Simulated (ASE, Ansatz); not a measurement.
# What went wrong? random hcp (Re, Co, Rh, Ru, Ir) solid solution (100 atoms)

Program: Ansatz 0.2.0. The cell: 20 Re, 20 Ir, 20 Rh, 20 Ru and 20 Co.

The input, input.yaml:

```yaml
crystal:
  lattice:
    - [13.44, 0.0, 0.0]
    - [-6.72, 11.63938, 0.0]
    - [0.0, 0.0, 8.602]
  atoms:
    - { symbol: Re, position: [0.00315, 0.99835, 0.00052] }
    - { symbol: Ir, position: [0.07115, 0.13614, 0.24378] }
    - { symbol: Rh, position: [0.00042, 0.00223, 0.50186] }
    - { symbol: Re, position: [0.06823, 0.13642, 0.75219] }
    - { symbol: Ru, position: [0.99724, 0.198, 0.9987] }
    - { symbol: Co, position: [0.06897, 0.33821, 0.24928], spin: 1.7 }
    - { symbol: Co, position: [0.99553, 0.19706, 0.49144], spin: 1.7 }
    - { symbol: Rh, position: [0.07092, 0.33587, 0.75371] }
    - { symbol: Ru, position: [0.99757, 0.39918, 0.00267] }
    - { symbol: Rh, position: [0.06746, 0.5326, 0.24382] }
    - { symbol: Ir, position: [0.0022, 0.40288, 0.50701] }
    - { symbol: Rh, position: [0.06578, 0.53326, 0.74566] }
    - { symbol: Rh, position: [0.99825, 0.60129, 0.9948] }
    - { symbol: Ru, position: [0.06637, 0.73031, 0.248] }
    - { symbol: Re, position: [0.00061, 0.60072, 0.50156] }
    - { symbol: Co, position: [0.06577, 0.73202, 0.75007], spin: 1.7 }
    - { symbol: Re, position: [0.00071, 0.80145, 3.0e-05] }
    - { symbol: Re, position: [0.0683, 0.93798, 0.2428] }
    [... 76 atom lines left out ...]
    - { symbol: Ru, position: [0.80105, 0.59919, 0.49936] }
    - { symbol: Ir, position: [0.86468, 0.72997, 0.75051] }
    - { symbol: Ir, position: [0.80192, 0.79673, 0.99896] }
    - { symbol: Re, position: [0.8641, 0.93357, 0.25005] }
    - { symbol: Rh, position: [0.79772, 0.80119, 0.50125] }
    - { symbol: Ru, position: [0.86743, 0.93381, 0.75155] }
magnetization:
  spin_polarized: true
kpoints:
  mp_grid: { grid: [2, 2, 2] }
hamiltonian:
  xc: pbe
scf:
  occupations: { method: methfessel_paxton, width: 0.15 }
  max_iter: 100
output:
  forces: true
basis:
  ecutrho_ratio: 0
```

Command:

```console
$ ansatz run input.yaml --threads 32 --pin off --max-ram 143360MiB --backend cuda --events-out ev --progress --plain --runs-dir out
```

The program printed:

```text
Error: invalid value for `basis.ecutrho_ratio`: must be in [1, 1024]; got 0
```

Wall time 0.04 s (32 threads of Arm Neoverse V2, shared host); peak memory 0.09 GiB; 0.11 s of CPU time.

Q: Name the fault and the fix.

A density cutoff under the waves' own: basis.ecutrho_ratio = 0.

The fix is to take out basis.ecutrho_ratio.

The program refused it before any cycle.

[Logs are printed without paths, hosts, clocks, repeated set-up lines and the standing remarks that a program may print on its own settings, such as how far it seeks lower states.]

[Hosts, paths, dates, database ids (printed as entryN), source tags and the programs' standing remarks are cut or masked in the printed files.]
